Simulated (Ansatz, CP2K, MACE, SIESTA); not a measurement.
**Aqueous NH4+ and F-, 4.6 mol of salt per kg of water at 300 K (84 atoms): forces by two methods**

24 H2O, 2 NH4+, 2 F- placed at random, at 1.08 g/cm³; overlaps pushed apart, then 10 ps at 420 K with Joung-Cheatham ions (J. Phys. Chem. B 112, 9020 (2008)); MMFF94 bonds, angles, torsions, charges and radii (Halgren, J. Comput. Chem. 17, 490 (1996)) in harmonic and 12-6 forms; SPC/E water (Berendsen, Grigera and Straatsma, J. Phys. Chem. 91, 6269 (1987)). Snapshot after 20 ps at 300 K and fixed volume. Then every atom was moved at random, 0.03 Å r.m.s. a Cartesian component (hydrogen 0.6 of that).

Two calculations on one geometry. First: Kohn-Sham DFT, PBE, PseudoDojo 0.4.1 norm-conserving pseudopotentials (converted to PSML), numerical atomic orbitals (DZP), diagonalisation; shift 0.01 Ry; mesh 350 Ry; levels smeared at 580 K (SIESTA 5.4.2; Γ point). Second: Kohn-Sham DFT, PBE, PAW, plane waves (Ansatz 0.2.0; cutoff 420 eV, Γ point, fermi-dirac smearing of 0.05 eV; PAW set soft_2).

Cell vectors (Å):

```
9.206 0.000 0.000
0.000 9.206 0.000
0.000 0.000 9.206
```

Atom, position (Å) and force of the first calculation (eV/Å):

```
1 N 1.071 7.567 8.377 3.240 -2.675 -0.855
2 H 0.723 6.683 7.949 -1.007 -0.449 0.546
3 H 2.147 7.403 8.220 -1.052 1.169 0.542
4 H 0.683 8.298 7.829 -0.584 2.280 -1.336
5 H 0.916 7.628 0.166 -0.788 0.248 1.663
6 N 7.300 5.413 4.422 -0.903 -0.520 1.388
7 H 6.587 6.174 4.403 -0.045 0.362 0.011
8 H 6.798 4.619 4.913 0.332 0.324 0.180
9 H 7.527 5.141 3.476 0.548 -0.234 -1.379
10 H 8.158 5.689 4.950 0.275 0.648 -0.076
11 O 2.135 4.469 1.171 -1.527 1.623 -0.045
12 H 2.756 3.786 1.345 1.389 -2.295 -0.087
13 H 1.504 4.205 0.450 0.389 0.156 0.323
14 O 2.893 6.307 6.184 -1.078 -0.965 -1.795
15 H 3.599 6.629 5.547 0.119 0.302 0.437
16 H 3.077 6.609 7.089 1.267 0.194 0.431
17 O 1.125 2.444 3.813 -1.430 3.340 0.310
18 H 0.173 2.846 4.096 2.258 -1.392 -0.627
19 H 1.095 1.494 3.917 -0.686 -1.658 0.216
20 O 4.428 2.588 1.068 -0.944 -1.665 2.497
21 H 4.547 1.681 0.698 0.051 0.208 -0.761
22 H 4.764 3.252 0.475 0.708 1.325 -1.310
23 O 0.281 5.823 2.867 0.587 -1.427 0.460
24 H 0.255 6.770 2.591 0.282 -0.166 -0.649
25 H 1.071 5.344 2.493 -0.689 0.726 0.016
26 O 5.290 1.355 3.594 -1.592 1.058 -1.386
27 H 4.507 1.085 4.175 0.492 0.321 -0.995
28 H 4.855 1.829 2.727 0.812 -1.057 1.753
29 O 7.197 4.909 1.456 0.483 0.297 0.024
30 H 7.817 4.138 1.486 -0.486 0.243 -0.039
31 H 6.390 4.661 0.960 -0.385 -0.482 -0.412
32 O 5.910 3.917 6.245 1.931 -0.202 1.001
33 H 6.297 2.982 6.358 -0.441 0.234 -0.011
34 H 5.008 3.892 5.942 -1.644 -0.914 -0.754
35 O 4.883 6.872 4.414 -1.169 -1.260 -0.916
36 H 4.361 6.747 3.536 1.038 0.561 0.873
37 H 5.259 7.772 4.441 0.087 0.169 -0.184
38 O 7.613 2.736 3.381 -0.470 -0.499 -0.089
39 H 8.170 2.059 2.920 -0.713 0.089 0.096
40 H 6.667 2.334 3.498 1.334 0.123 0.068
41 O 3.012 8.826 3.574 0.871 -0.320 -0.657
42 H 2.066 8.820 3.830 -0.108 -0.361 -0.169
43 H 3.204 8.108 2.870 -0.947 0.903 0.824
44 O 3.492 6.686 1.774 -0.147 -0.765 1.932
45 H 3.726 7.001 0.885 0.086 -0.164 -0.984
46 H 3.112 5.738 1.740 0.018 1.442 -0.858
47 O 5.131 4.779 8.823 0.520 -0.834 -0.597
48 H 4.647 5.635 8.824 -0.210 0.203 -0.535
49 H 5.342 4.513 7.857 -0.004 0.527 0.879
50 O 7.047 1.382 6.720 -0.310 -1.033 0.431
51 H 7.972 1.040 7.029 -0.821 0.629 -0.702
52 H 6.637 0.617 6.199 1.006 0.601 0.001
53 O 6.936 8.609 4.557 0.915 -0.463 0.719
54 H 7.914 8.818 4.356 -1.175 0.079 -0.091
55 H 6.356 9.178 4.024 0.092 1.029 -0.900
56 O 6.713 7.579 0.672 -0.215 0.413 -0.241
57 H 6.814 6.646 0.971 -0.101 -0.224 -0.203
58 H 5.960 7.658 0.028 0.656 -0.208 0.714
59 O 2.625 1.989 7.650 -1.344 0.660 -0.334
60 H 2.852 2.674 6.932 0.241 -0.672 0.475
61 H 3.415 1.493 7.954 0.548 0.080 -0.245
62 O 0.148 7.028 5.578 1.837 -2.685 1.711
63 H 1.154 6.696 5.699 -1.910 1.055 -0.630
64 H 0.148 7.869 5.114 0.622 0.630 -0.752
65 O 4.793 0.536 8.435 -2.572 -0.249 1.557
66 H 4.331 8.854 8.319 0.732 -0.159 -0.158
67 H 5.610 0.606 7.972 1.940 0.143 -1.261
68 O 9.167 8.150 1.733 0.591 0.961 0.971
69 H 0.117 8.666 2.605 -0.224 -0.357 -1.003
70 H 8.206 8.192 1.523 -0.482 0.034 -0.323
71 O 0.428 0.628 6.728 -2.932 -1.879 -0.153
72 H 0.192 0.394 5.771 0.939 0.554 0.576
73 H 1.169 1.206 6.805 2.291 1.452 0.169
74 O 3.146 3.351 5.483 0.057 2.037 -0.706
75 H 2.526 2.920 4.800 -0.015 0.656 0.181
76 H 3.101 4.387 5.337 -0.482 -1.981 0.596
77 O 9.154 2.387 0.572 1.050 -0.952 -0.951
78 H 0.567 1.775 0.007 -1.063 1.346 1.382
79 H 0.419 2.576 1.421 0.364 -0.339 -0.226
80 O 9.134 5.104 8.331 0.775 -1.546 -1.239
81 H 0.113 4.239 7.813 -0.757 1.506 1.078
82 H 8.214 5.071 8.684 0.127 -0.251 0.124
83 F 0.340 9.191 4.166 -0.276 0.083 -0.191
84 F 3.883 7.218 8.335 -0.178 0.280 0.671
```

Q: Give the forces of the second method.

Atom and force (eV/Å):

```
1 3.075 -2.597 -0.862
2 -0.765 0.017 0.734
3 -1.474 1.217 0.579
4 -0.308 1.774 -0.933
5 -0.664 0.168 0.987
6 -0.902 -0.493 1.244
7 0.350 -0.041 0.009
8 0.537 0.627 -0.127
9 0.395 -0.046 -0.759
10 -0.188 0.432 -0.371
11 -1.483 1.229 -0.314
12 1.085 -1.913 -0.156
13 0.589 0.192 0.570
14 -0.790 -0.787 -1.614
15 -0.157 0.170 0.659
16 1.141 0.134 0.073
17 -1.707 2.989 0.402
18 2.595 -1.492 -0.708
19 -0.673 -1.166 0.230
20 -0.760 -1.633 2.116
21 0.054 0.560 -0.561
22 0.534 0.960 -1.112
23 0.851 -1.263 0.314
24 0.293 -0.488 -0.532
25 -0.881 0.879 0.055
26 -2.040 1.053 -1.453
27 0.824 0.446 -1.188
28 0.952 -1.205 2.062
29 0.356 -0.073 -0.123
30 -0.731 0.542 -0.019
31 -0.011 -0.398 -0.231
32 1.627 -0.502 0.956
33 -0.655 0.659 -0.113
34 -1.130 -0.840 -0.560
35 -1.153 -0.949 -1.198
36 1.188 0.600 1.246
37 -0.157 -0.275 -0.231
38 -0.528 -0.903 -0.210
39 -0.962 0.345 0.287
40 1.627 0.283 0.002
41 0.553 -0.420 -0.781
42 0.163 -0.407 -0.318
43 -0.960 1.055 1.049
44 -0.153 -0.905 1.535
45 -0.037 -0.256 -0.610
46 0.198 1.683 -0.779
47 0.373 -0.557 -0.929
48 -0.002 -0.138 -0.508
49 -0.101 0.572 1.171
50 -0.113 -1.379 0.333
51 -1.112 0.667 -0.764
52 1.086 0.933 0.264
53 1.052 -0.231 0.497
54 -1.489 0.047 -0.044
55 0.353 0.778 -0.597
56 -0.454 0.233 -0.380
57 -0.134 0.119 -0.320
58 0.787 -0.331 0.812
59 -0.976 0.676 -0.367
60 0.178 -0.883 0.669
61 0.317 0.257 -0.361
62 2.028 -2.313 1.594
63 -2.234 1.153 -0.606
64 0.656 0.240 -0.586
65 -2.325 -0.521 1.284
66 0.858 0.208 -0.122
67 1.592 0.039 -1.026
68 0.296 1.179 1.111
69 -0.321 -0.534 -1.221
70 0.040 0.021 -0.125
71 -2.598 -1.702 -0.442
72 1.000 0.643 0.930
73 1.889 1.181 0.074
74 -0.125 2.187 -1.052
75 0.194 0.779 0.449
76 -0.423 -2.313 0.565
77 1.342 -1.150 -0.804
78 -1.226 1.529 1.586
79 0.129 -0.413 -0.650
80 0.447 -1.862 -1.193
81 -0.825 1.793 1.213
82 0.480 -0.243 -0.073
83 -0.265 0.089 -0.207
84 -0.096 0.288 0.581
```

The two sets differ by 239 meV/Å r.m.s., 24 % of the r.m.s. force of the Ansatz run. With short bonds to hydrogen, sets of potentials differ among themselves by several per cent in forces even at converged cutoffs, so the reference isn't exact here either. The network of contacts between molecules at the start is that of the classical potential that made the cell, and needn't be the one that DFT or experiment would give. The electronic-structure runs sample only Γ, in a cell whose shortest periodic width is 9 Å.

[Logs are printed without paths, hosts, clocks, repeated set-up lines and the standing remarks that a program may print on its own settings, such as how far it seeks lower states.]

[Hosts, paths, dates, database ids (printed as entryN), source tags and the programs' standing remarks are cut or masked in the printed files.]

[The MMFF94 radii named for the starting cell were scaled by 0.96; in molecules described by MMFF94, hydrogen bound to N, O or S took a small fixed 12-6 site in their place.]
